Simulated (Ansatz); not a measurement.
**Ba3PbO (model cell, started as antiperovskite): a soft mode frozen in**

Wanted: the energy along a soft mode of Ba3PbO (model cell, started as antiperovskite) and the structure at the end.

Program: Ansatz 0.2.0. Level of theory: DFT PBEsol, scalar-relativistic, plane waves, PAW; PAW set soft_1. Results are calculated unless marked as measured.

The structure was built from a prototype and need not be the compound's stable phase.

### 1. Set-up

Symmetry: Pm-3m, No. 221, cubic system. The conventional cell has a = 5.414 Å, b = 5.414 Å, c = 5.414 Å, α = 90.00°, β = 90.00°, γ = 90.00°. Nearest to Pb lie 12 Ba at 3.83 Å. Nearest to O lie 6 Ba at 2.71 Å. Ba has 2 O at 2.71 Å nearest. Farther neighbours and most contacts between anions are not listed.

### 2. The dispersion

The cell comes from relaxations at this level that are not shown. Stability and thermal properties need the whole zone. Linear response on a 2×2×2 q mesh gives force constants as far as a supercell of that size would.

Contents of input.yaml:

```yaml
crystal:
  lattice:
    - [5.4139058655, 0.0, 0.0]
    - [0.0, 5.4139058655, 0.0]
    - [0.0, 0.0, 5.4139058655]
  atoms:
    - { symbol: Pb, position: [0.0, 0.0, 0.0] }
    - { symbol: O, position: [0.5, 0.5, 0.5] }
    - { symbol: Ba, position: [0.5, 0.5, 0.0] }
    - { symbol: Ba, position: [0.5, 0.0, 0.5] }
    - { symbol: Ba, position: [0.0, 0.5, 0.5] }
kpoints:
  mp_grid: { grid: [8, 8, 8] }
hamiltonian:
  xc: pbesol
  pseudopotentials: { kind: paw, azcp: { folder: soft_1 }, xc_functional: pbe }
scf:
  occupations: { method: methfessel_paxton, width: 0.2 }
output:
  eigenvalues: true
phonons:
  method: dfpt
  qmesh: [2, 2, 2]
  temperatures: { t_max: 1000, t_step: 50 }
  qpath:
    path:
      - [[0.0, 0.0, 0.0], [0.0, 0.5, 0.0], [0.5, 0.5, 0.0], [0.0, 0.0, 0.0], [0.5, 0.5, 0.5], [0.0, 0.5, 0.0]]
      - [[0.5, 0.5, 0.5], [0.5, 0.5, 0.0]]
    npoints: 10
```

Launch:

```console
$ ansatz run input.yaml --threads 8 --pin off --max-ram 16384MiB --backend cpu --events-out ev --progress --plain --runs-dir out
```

Numbers of over 12 decimals in the logs are rounded to 6 here.

What it wrote:

```text
Engine: ansatz 0.2.0, aarch64-unknown-linux-gnu
Pseudopotentials: kind: paw
Pseudopotential: Pb, paw, valence charge 14, recommended cutoff 420 eV (normal), soft_1/Pb.paw.azcp
Pseudopotential: O, paw, valence charge 6, recommended cutoff 420 eV (normal), soft_1/O.paw.azcp
Pseudopotential: Ba, paw, valence charge 10, recommended cutoff 420 eV (normal), soft_1/Ba.paw.azcp
Functional definition: PBEsol
  exchange = pbesol_x
  correlation = pbesol_c
Crystal: 5 atoms, lattice volume = 158.684 Å³
Basis set: ecut = 420 eV, 3071 PW (Γ), exchange–correlation on 80×80×80 points (8 copies of the dense FFT grid, shifted against one another)
Bands: 30, of which v1, the nominal top of the filled ones, is band 25 counted from 1 (24 counted from 0)
Symmetry: 48 space group operations
k-points: 35 of 512
Non-local potential: Pb, projectors of the file, l = 0: 2, l = 1: 2, l = 2: 2, l = 3: 1
Non-local potential: O, projectors of the file, l = 0: 2, l = 1: 2, l = 2: 1
Non-local potential: Ba, projectors of the file, l = 0: 3, l = 1: 2, l = 2: 2, l = 3: 2
PAW form: soft (Blöchl's): semilocal exchange-correlation on the pseudo side does not see the compensation charge
PAW frozen core: Pb, regenerated for the run's functional, and the local potential with it (the file was generated under x = pbe(κ = 0.804, μ = 0.219515), c = pbe(β = 0.066725))
PAW frozen core: O, regenerated for the run's functional, and the local potential with it (the file was generated under x = pbe(κ = 0.804, μ = 0.219515), c = pbe(β = 0.066725))
PAW frozen core: Ba, regenerated for the run's functional, and the local potential with it (the file was generated under x = pbe(κ = 0.804, μ = 0.219515), c = pbe(β = 0.066725))
PAW one-centre angular grid: Pb, 590 points (default); XC on 64 Gauss nodes
PAW one-centre angular grid: O, 110 points (default); XC on 64 Gauss nodes
PAW one-centre angular grid: Ba, 194 points (default); XC on 64 Gauss nodes
Initial density: superposition of atomic densities (chi_scale 0.1, normalization cell, long waves kept (reshape's long-wave potential 0.00 eV rms))
Initial wavefunctions: pseudopotential atomic-orbital guess
Functional: x = pbesol(κ = 0.804, μ = 0.123457), c = pbesol(β = 0.046)
SCF iter   1: F=—  HF=-29914.602228 eV  |F-HF|=—  |Δ(HF+E_count)|=         —  Δρ=9.55e-2  dr2=1.76e1  ethr=3.10e-3  ⟨swp⟩=10.7  Hψ=12787  notcnv=0
automatic band count: the SCF goes on with 35 bands, as 30 were too few: they end inside the smearing window of the response
preconditioner: auto → Kerker (q_TF=auto, 2.251 Å⁻¹)  [metal: Δε(μ)=0.015 eV  Ē_g=12.243 eV  σ=0.200 eV  W_gap=0.06  n_scr=26 (ndim 8)  ℏωp=19.6 eV  f_vac=0.000  D(μ)=2.37/eV (n_scr^D=18)]
SCF iter   2: F=—  HF=-29911.445361 eV  |F-HF|=—  |Δ(HF+E_count)|=    3.16e0  S|Δr|=    0.00e0  Δρ=2.87e-2  dr2=2.19e0  ethr=3.10e-3  ⟨swp⟩=3.0  Hψ=2876  notcnv=0  defer=113
SCF iter   3: F=—  HF=-29911.003479 eV  |F-HF|=—  |Δ(HF+E_count)|=   4.42e-1  S|Δr|=    0.00e0  Δρ=7.65e-3  dr2=1.56e-1  ethr=3.10e-3  ⟨swp⟩=2.5  Hψ=2254  notcnv=0  defer=112
SCF iter   4: F=—  HF=-29910.978463 eV  |F-HF|=—  |Δ(HF+E_count)|=   2.50e-2  S|Δr|=    0.00e0  Δρ=1.81e-3  dr2=1.16e-2  ethr=3.13e-4  ⟨swp⟩=3.1  Hψ=2381  notcnv=0  defer=108
SCF iter   5: F=—  HF=-29910.976970 eV  |F-HF|=—  |Δ(HF+E_count)|=   1.49e-3  S|Δr|=    0.00e0  Δρ=6.89e-4  dr2=2.95e-3  ethr=2.33e-5  ⟨swp⟩=2.0  Hψ=1331  notcnv=0  defer=108
SCF iter   6: F=—  HF=-29910.976370 eV  |F-HF|=—  |Δ(HF+E_count)|=   6.00e-4  S|Δr|=    0.00e0  Δρ=2.79e-4  dr2=3.49e-4  ethr=5.90e-6  ⟨swp⟩=2.3  Hψ=1496  notcnv=0  defer=108
SCF iter   7: F=—  HF=-29910.976258 eV  |F-HF|=—  |Δ(HF+E_count)|=   1.12e-4  S|Δr|=    0.00e0  Δρ=1.73e-4  dr2=1.02e-4  ethr=6.98e-7  ⟨swp⟩=2.1  Hψ=1753  notcnv=0  defer=108
SCF iter   8: F=—  HF=-29910.976239 eV  |F-HF|=—  |Δ(HF+E_count)|=   1.90e-5  S|Δr|=    0.00e0  Δρ=3.92e-5  dr2=6.93e-6  ethr=2.03e-7  ⟨swp⟩=2.0  Hψ=1216  notcnv=0  defer=108
SCF iter   9: F=—  HF=-29910.976234 eV  |F-HF|=—  |Δ(HF+E_count)|=   5.06e-6  S|Δr|=    0.00e0  Δρ=7.22e-6  dr2=9.80e-8  ethr=1.39e-8  ⟨swp⟩=2.4  Hψ=1732  notcnv=0  defer=108
SCF iter  10: F=—  HF=-29910.976234 eV  |F-HF|=—  |Δ(HF+E_count)|=   2.05e-8  S|Δr|=    0.00e0  Δρ=1.38e-6  dr2=3.65e-9  ethr=1.96e-10  ⟨swp⟩=2.5  Hψ=1819  notcnv=0  defer=108
SCF iter  11: F=—  HF=-29910.976234 eV  |F-HF|=—  |Δ(HF+E_count)|=  2.76e-10  S|Δr|=    0.00e0  Δρ=2.77e-7  dr2=1.43e-10  ethr=7.30e-12  ⟨swp⟩=2.0  Hψ=1852  notcnv=0  defer=108
SCF iter  12: F=-29910.976234 eV  HF=-29910.976234 eV  |F-HF|=7.28e-12  |Δ(HF+E_count)|=  3.64e-12  S|Δr|=    0.00e0  Δρ=6.37e-8  dr2=7.97e-12  ethr=1.00e-12  ⟨swp⟩=14.0  Hψ=8061  notcnv=0
SCF 1 converged in 12 iterations: F = -29910.976234 eV  dr2 = 7.97e-12
  greatest PAW one-centre occupation: 0.976 electrons in one spin orbital (limit 2), on the Pb atom at site 0 (counted from 0), in its partial waves of l = 2
Initial density: read from a saved state, or passed on in memory by an earlier SCF of this step, an earlier step, the calling program or the single point that the run made first
iter 1 solved again at ethr=2.93e-7 eV; its pass at ethr=3.10e-3 eV (dr2=1.46e-4 eV) is discarded
SCF iter   1: F=—  HF=-29910.976233 eV  |F-HF|=—  |Δ(HF+E_count)|=         —  Δρ=3.56e-7  dr2=2.92e-10  ethr=2.93e-7  ⟨swp⟩=3.8  Hψ=8627  notcnv=0
eigensolver tolerance schedule: the retry pair's looser diagonalisation over-reported the residual by 501818.17 of it (diagonalisation noise at an unbounded share of the residual, at the tolerance the schedule requests for it); recorded, not acted on — ethr = c·dr2/N_el stays at c = 1.0e-1
preconditioner: auto → Kerker (q_TF=auto, 2.251 Å⁻¹)  [metal: Δε(μ)=0.104 eV  Ē_g=12.362 eV  σ=0.200 eV  W_gap=0.38  n_scr=26 (ndim 8)  ℏωp=19.6 eV  f_vac=0.000  D(μ)=0.46/eV (n_scr^D=0)]
SCF iter   2: F=—  HF=-29910.976234 eV  |F-HF|=—  |Δ(HF+E_count)|=   3.53e-7  S|Δr|=    0.00e0  Δρ=1.66e-7  dr2=4.74e-11  ethr=1.00e-12  ⟨swp⟩=4.1  Hψ=2889  notcnv=0
SCF iter   3: F=—  HF=-29910.976234 eV  |F-HF|=—  |Δ(HF+E_count)|=  1.09e-11  S|Δr|=    0.00e0  Δρ=9.01e-8  dr2=1.47e-11  ethr=1.00e-12  ⟨swp⟩=3.1  Hψ=2305  notcnv=0
SCF iter   4: F=-29910.976234 eV  HF=-29910.976234 eV  |F-HF|=7.28e-12  |Δ(HF+E_count)|=    0.00e0  S|Δr|=    0.00e0  Δρ=5.36e-8  dr2=6.34e-12  ethr=1.00e-12  ⟨swp⟩=2.5  Hψ=1953  notcnv=0
SCF 2 converged in 4 iterations: F = -29910.976234 eV  dr2 = 6.34e-12
phonons: the bands overlap, so this run is a metal and interpolates without the dipole-dipole term. If the crystal is really an insulator or semiconductor, its LO-TO splitting is missing
NSCF: frozen V_eff on 35 k-points
NSCF: frozen V_eff on 125 k-points
DFPT response loops at q = (0, 0, 0) (fractional): preconditioner auto → Kerker (q_TF=auto, 2.251 Å⁻¹) (partly filled bands, converged f_vac=0.000); β = 1.00, the filter's whole step (`scf.mixing.beta` (0.50) is not read by the response loops under this deck's `scf.mixing.preconditioner`; to damp them name `kerker` or `kerker_dos`, under which they read `scf.mixing.beta`, and type it under 1.00, their step now; both keys bind the ground state too); Broyden in place of MSR1
NSCF: frozen V_eff on 250 k-points
DFPT response loops at q = (0, 0, -0.5) (fractional): mixed as the last ones told, above
NSCF: frozen V_eff on 250 k-points
DFPT response loops at q = (0, -0.5, -0.5) (fractional): mixed as the last ones told, above
NSCF: frozen V_eff on 250 k-points
DFPT response loops at q = (-0.5, -0.5, -0.5) (fractional): mixed as the last ones told, above
SCF converged after 12 iterations
Stability not checked: this state was not tested for a lower state beside it, because cold or Methfessel-Paxton smearing, or corrected tetrahedra, fill the levels in a way that the test cannot read (fill_not_monotonic; see scf.lower_state_search)
Free energy (F): -29910.976234 eV
Harris-Foulkes:  -29910.976234 eV  (|F-HF|=7.28e-12)
Internal energy: -29910.979893 eV  (E = F + TS)
E sigma→0 (E₀):  -29910.977148 eV
Entropy (-TS):   0.003659 eV (0.732 meV/atom)
Fermi energy:    9.694288 eV
--- Per-component energies (eV) ---
  E_band       = -159.326912
  E_kinetic    = 943.357198
  E_local      = -2420.087400  (includes V_loc(G=0)·N_el)
  E_nonlocal   = 644.473330
  E_hartree    = 868.097995
  E_xc         = -864.361633
  E_vxc        = -613.774840  (∫ρ·V_xc dr)
  E_paw        = -25735.003998  (= ΣΔE_a)
  E_vpaw       = -449.491898  (= ΣTr[D̂ρ^β])
  E_aug_tail   = 0.000730  (compensation charges beyond the density's cutoff)
  E_ewald      = -3348.007885
  E_core_change = 0.551771  (= ΣΔE_core)
  E_smearing   = 0.003659  (= −TS)
  E_closure    = 0.000000  (closes the sum)
  Σ components = -29910.976234   (vs F -29910.976234, Δ=0.00e0)
--- Band table (eV; the first three rows and the last of 35) ---
  k-point 0: bands = [... 21 lower, 6.9752, 9.5493, 9.5493, 9.8095, 9.8095, 9.8095, 10.2744, 10.2744, ... 6 higher]
  k-point 1: bands = [... 21 lower, 6.9589, 9.0813, 9.6490, 9.6490, 9.6915, 9.8514, 10.1856, 10.5093, ... 6 higher]
  k-point 2: bands = [... 21 lower, 6.9232, 8.3007, 9.3909, 9.3909, 9.9650, 10.0944, 10.5273, 11.0429, ... 6 higher]
  k-point 34: bands = [... 21 lower, 5.3059, 9.6438, 9.6438, 9.6438, 10.6956, 10.6956, 10.6956, 11.9375, ... 6 higher]
--- Phonons (Γ-DFPT): 4 representative perturbations + reference (Σ response iterations 12) ---
  ASR residual: 5.399e-5 → 0.000e0 eV/Å²; symmetrization residual: 7.557e-6 eV/Å²
  ASR residual per site (eV/Å²): 2.02e-5 5.40e-5 7.13e-6 7.13e-6 7.13e-6
  Γ frequencies (cm⁻¹): 0.00 0.00 0.00 41.37 41.37 41.37 53.48 53.48 53.48 107.16 107.16 107.16 155.17 155.17 155.17
--- Phonons (arbitrary-q DFPT): 4 irreducible q on the 2×2×2 mesh ---
  q = [0.0000, 0.0000, 0.0000] (star 1, of the zone-centre solve; hermiticity 3.82e-6, symmetrization 2.48e-11): -0.00 -0.00 0.00 41.37 41.37 41.37 53.48 53.48 53.48 107.16 107.16 107.16 155.17 155.17 155.17
  q = [0.0000, 0.0000, -0.5000] (star 3, 9 solved perturbations in 975 linear systems a pass and spin channel, the states on 125 of 512 k-point pairs; hermiticity 3.02e-6, symmetrization 3.61e-12): 39.35 39.35 44.96 44.96 56.71 61.42 68.49 68.49 83.21 97.85 97.85 106.29 165.66 165.66 284.24
  q = [0.0000, -0.5000, -0.5000] (star 3, 9 solved perturbations in 975 linear systems a pass and spin channel, the states on 125 of 512 k-point pairs; hermiticity 3.80e-6, symmetrization 2.47e-12): 17.53 54.65 55.50 55.50 57.29 62.75 62.75 66.91 66.91 87.86 99.44 133.80 173.04 274.09 274.09
  q = [-0.5000, -0.5000, -0.5000] (star 1, 4 solved perturbations in 350 linear systems a pass and spin channel, the states on 125 of 512 k-point pairs; hermiticity 2.86e-6, symmetrization 1.69e-11): -14.06 -14.06 -14.06 48.67 48.67 48.67 53.08 53.08 96.85 96.85 96.85 154.59 281.77 281.77 281.77
  sum rule: each row above includes the acoustic sum rule's correction from the zone centre's row sums; it moved no ω² by more than (0.96 cm⁻¹)²
  mesh force constants: q→R imaginary residual 5.30e-18; ASR residual 5.399e-5 → 0.000e0 eV/Å²; symmetrization residual 3.109e-15 eV/Å²
  interpolated dispersion: 62 rows × 15 modes
  density of states and harmonic sums: on the 12×12×12 q-mesh, interpolated from the force constants of a 2×2×2 supercell (no non-analytic term)
  largest difference from the sums on the solved wave vectors: F 2.14e-1 eV, S 2.76e-4 and C_V 6.21e-5 eV/K
  zero-point energy: 0.090686 eV/cell   skipped modes (ω ≤ 0): 12, of them read as no rigid motion or as one in doubt: 9 (2.720e-2 modes/cell left out, lowest -14.06 cm⁻¹)   left out of the sums: 1.93e-3 of the cell's modes: C_V's classical limit lies that fraction below 3 k_B per atom; for a crystal, a wire or a layer, F and S can be off by more, and a phonons.interpolated_qmesh denser along its periods is the remedy for the sampling
```

Run time: 4 min. Hardware: 8 threads of Arm Neoverse V1, shared host; peak memory 2.1 GiB; 31 min of CPU time.

This step gave:

```
volume per atom                                         : 31.74 Å³
gap on the k-mesh                                       : 0 eV
sum-rule residual before enforcement                    : 5.40e-5 eV/Å²
lowest frequency on the path                            : -14.06 cm⁻¹
point group                                             : m-3m
highest frequency on the path or at a solved wavevector : 284.2 cm⁻¹
highest optical mode at the zone centre (no LO-TO term) : 155.2 cm⁻¹
lowest optical zone-centre mode                         : 41.37 cm⁻¹
lowest mode on the q mesh (acoustic modes at Γ apart)   : -14.06 cm⁻¹
```

Frequencies (cm⁻¹) solved at each irreducible wavevector; negative means imaginary. Frequencies by wavevector, by row:

| q in reciprocal lattice units | star | mode 1 | mode 2 | mode 3 | mode 4 | mode 13 | mode 14 | mode 15 |
| --- | --- | --- | --- | --- | --- | --- | --- | --- |
| 0 0 0 | 1 | 0 | 0 | 0 | 41.4 | 155.2 | 155.2 | 155.2 |
| 0 0 -0.5 | 3 | 39.4 | 39.4 | 45 | 45 | 165.7 | 165.7 | 284.2 |
| 0 -0.5 -0.5 | 3 | 17.5 | 54.6 | 55.5 | 55.5 | 173 | 274.1 | 274.1 |
| -0.5 -0.5 -0.5 | 1 | -14.1 | -14.1 | -14.1 | 48.7 | 281.8 | 281.8 | 281.8 |

Interpolated from a 2×2×2 q mesh. Phonon branches along the path, in cm⁻¹:

| point | branch 1 | branch 2 | branch 3 | branch 4 | branch 12 | branch 13 | branch 14 | branch 15 |
| --- | --- | --- | --- | --- | --- | --- | --- | --- |
| Γ | 0 | 0 | 0 | 41 | 107 | 155 | 155 | 155 |
| halfway | 27 | 27 | 45 | 46 | 108 | 160 | 160 | 229 |
| X | 39 | 39 | 45 | 45 | 106 | 166 | 166 | 284 |
| halfway | 32 | 46 | 49 | 51 | 124 | 169 | 226 | 279 |
| M | 18 | 55 | 56 | 56 | 134 | 173 | 274 | 274 |
| halfway | 27 | 38 | 43 | 52 | 119 | 165 | 228 | 228 |
| Γ | 0 | 0 | 0 | 41 | 107 | 155 | 155 | 155 |
| halfway | 30 | 30 | 30 | 53 | 130 | 229 | 229 | 229 |
| R | -14 | -14 | -14 | 49 | 155 | 282 | 282 | 282 |
| halfway | 25 | 32 | 38 | 52 | 137 | 230 | 230 | 278 |
| X | 39 | 39 | 45 | 45 | 106 | 166 | 166 | 284 |
| jump to R | -14 | -14 | -14 | 49 | 155 | 282 | 282 | 282 |
| halfway | 7 | 31 | 31 | 52 | 146 | 234 | 278 | 278 |
| M | 18 | 55 | 56 | 56 | 134 | 173 | 274 | 274 |

Symmetry leaves 4 wavevectors to solve. The lowest mode among them, the acoustic zeros apart, lies at q = (-0.5, -0.5, -0.5) and is imaginary, 14.1i cm⁻¹, so the energy falls along it.

### 3. The mode frozen in, largest atomic shift 0 Å

The mode followed lies at q = (-0.5, -0.5, -0.5) with frequency 14.1i cm⁻¹ and is 3-fold degenerate, the softest among the wavevectors solved. At small amplitude the distorted cell has space group no. 167 by a symmetry search on the positions. The undistorted cell that holds it gives the zero of energy on the same k mesh.

System of this step: Ba3PbO (model cell, started as antiperovskite). Symmetry: Pm-3m, No. 221, cubic system. Conventional cell: a = 5.414 Å, b = 5.414 Å, c = 5.414 Å, α = 90.00°, β = 90.00°, γ = 90.00°. Nearest to Pb lie 12 Ba at 3.83 Å. O has 6 Ba at 2.71 Å nearest. Nearest to Ba lie 2 O at 2.71 Å. Farther neighbours and most contacts between anions are not listed.

input.yaml, the sections that differ from step 2:

```yaml
crystal:
  lattice:
    - [5.4139058655, 5.4139058655, 0.0]
    - [5.4139058655, 0.0, 5.4139058655]
    - [5.4139058655, 0.0, -5.4139058655]
  atoms:
    - { symbol: Pb, position: [0.0, 0.5, 0.5] }
    - { symbol: Pb, position: [0.0, 0.0, 0.0] }
    - { symbol: O, position: [0.5, 0.25, 0.75] }
    - { symbol: O, position: [0.5, 0.75, 0.25] }
    - { symbol: Ba, position: [0.5, 0.0, 1.0] }
    - { symbol: Ba, position: [0.5, 0.5, 0.5] }
    - { symbol: Ba, position: [0.0, 0.0, 0.5] }
    - { symbol: Ba, position: [0.0, 0.5, 0.0] }
    - { symbol: Ba, position: [0.5, 0.0, 0.5] }
    - { symbol: Ba, position: [0.5, 0.5, 0.0] }
output:
  forces: true
  stress: true
  eigenvalues: true
# kpoints, hamiltonian, scf: as in step 2
# phonons: removed
```

What it wrote:

```text
[...]
Crystal: 10 atoms, lattice volume = 317.367 Å³
Basis set: ecut = 420 eV, 6183 PW (Γ), exchange–correlation on 108×108×108 points (8 copies of the dense FFT grid, shifted against one another)
Bands: 60, of which v1, the nominal top of the filled ones, is band 50 counted from 1 (49 counted from 0)
Symmetry: 96 space group operations
[...]
k-points: 29 of 512
[...]
k-point 0: bands = [... 46 lower, 9.6464, 9.6464, 9.6464, 9.8082, 9.8082, 9.8082, 10.2772, 10.2772, ... 6 higher]
  k-point 1: bands = [... 46 lower, 9.4360, 9.4389, 9.5363, 9.5363, 9.8421, 9.8421, 10.1665, 10.5124, ... 6 higher]
  k-point 2: bands = [... 46 lower, 9.2486, 9.2486, 9.3352, 9.3352, 10.0072, 10.0072, 10.4265, 10.9911, ... 6 higher]
  k-point 28: bands = [... 46 lower, 8.7478, 8.7478, 8.8085, 8.8085, 10.7490, 10.7490, 11.1048, 11.1048, ... 6 higher]
[key lines of the parts left out:]
SCF converged after 9 iterations
Free energy (F): -59821.952960 eV
Fermi energy:    9.679228 eV
P = ⅓ Tr σ = 0.0085 GPa (0.085 kbar)
```

It took 7.5 s on 8 threads; peak memory 1.4 GiB; 57 s of CPU time.

This step gave:

```yaml
pressure: 0.008533 GPa
energy_from_the_undistorted_cell: 0 meV/atom
```

The run ends at a pressure of 0.01 GPa.

### 4. The mode frozen in, largest atomic shift 0.14 Å

The atoms are moved along the unstable eigenvector, the largest shift by 0.14 Å, with the cell fixed.

Contents of input.yaml:

```yaml
crystal:
  lattice:
    - [5.4139058655, 5.4139058655, 0.0]
    - [5.4139058655, 0.0, 5.4139058655]
    - [5.4139058655, 0.0, -5.4139058655]
  atoms:
    - { symbol: Pb, position: [0.0, 0.5, 0.5] }
    - { symbol: Pb, position: [0.0, 0.0, 0.0] }
    - { symbol: O, position: [0.5, 0.25, 0.75] }
    - { symbol: O, position: [0.5, 0.75, 0.25] }
    - { symbol: Ba, position: [0.5182853104, 0.0, 1.0] }
    - { symbol: Ba, position: [0.4817146896, 0.5, 0.5] }
    - { symbol: Ba, position: [0.0, 0.0182853104, 0.5] }
    - { symbol: Ba, position: [0.0, 0.4817146896, 0.0] }
    - { symbol: Ba, position: [0.5182853104, -0.0182853104, 0.5] }
    - { symbol: Ba, position: [0.4817146896, 0.5182853104, 0.0] }
kpoints:
  mp_grid: { grid: [8, 8, 8] }
hamiltonian:
  xc: pbesol
  pseudopotentials: { kind: paw, azcp: { folder: soft_1 }, xc_functional: pbe }
scf:
  occupations: { method: methfessel_paxton, width: 0.2 }
output:
  forces: true
  stress: true
  eigenvalues: true
  write_density: true
  write_potential: true
  elf: true
  volumetric_format: npy
```

What it wrote:

```text
[...]
Crystal: 10 atoms, lattice volume = 317.367 Å³
Basis set: ecut = 420 eV, 6183 PW (Γ), exchange–correlation on 108×108×108 points (8 copies of the dense FFT grid, shifted against one another)
Bands: 60, of which v1, the nominal top of the filled ones, is band 50 counted from 1 (49 counted from 0)
Symmetry: 12 space group operations
[...]
k-points: 65 of 512
[...]
k-point 0: bands = [... 46 lower, 9.6063, 9.6063, 9.6351, 9.8583, 9.9087, 9.9087, 10.1857, 10.2269, ... 6 higher]
  k-point 1: bands = [... 46 lower, 9.4180, 9.4234, 9.5252, 9.5252, 9.9197, 9.9197, 10.1825, 10.4659, ... 6 higher]
  k-point 2: bands = [... 46 lower, 9.2310, 9.2310, 9.3404, 9.3404, 10.0632, 10.0632, 10.4624, 10.9232, ... 6 higher]
  k-point 64: bands = [... 46 lower, 8.5558, 8.6883, 8.7179, 9.1878, 10.5014, 10.9456, 11.0323, 11.3596, ... 6 higher]
[key lines of the parts left out:]
SCF converged after 9 iterations
Free energy (F): -59821.956905 eV
Fermi energy:    9.710328 eV
P = ⅓ Tr σ = 0.0093 GPa (0.093 kbar)
```

Elapsed: 21 s, on 8 threads; peak memory 1.8 GiB.

This step gave:

- pressure: 0.009280 GPa
- energy from the undistorted cell: -0.345 meV/atom

The energy, extrapolated to zero smearing, is -0.34 meV/atom against the undistorted cell.

The run ends at a pressure of 0.01 GPa, with forces up to 0.0030 eV/Å.

(Continued in part 2 of 3.)

[Logs are printed without paths, hosts, clocks, repeated set-up lines and the standing remarks that a program may print on its own settings, such as how far it seeks lower states.]

[Hosts, paths, dates, database ids (printed as entryN), source tags and the programs' standing remarks are cut or masked in the printed files.]
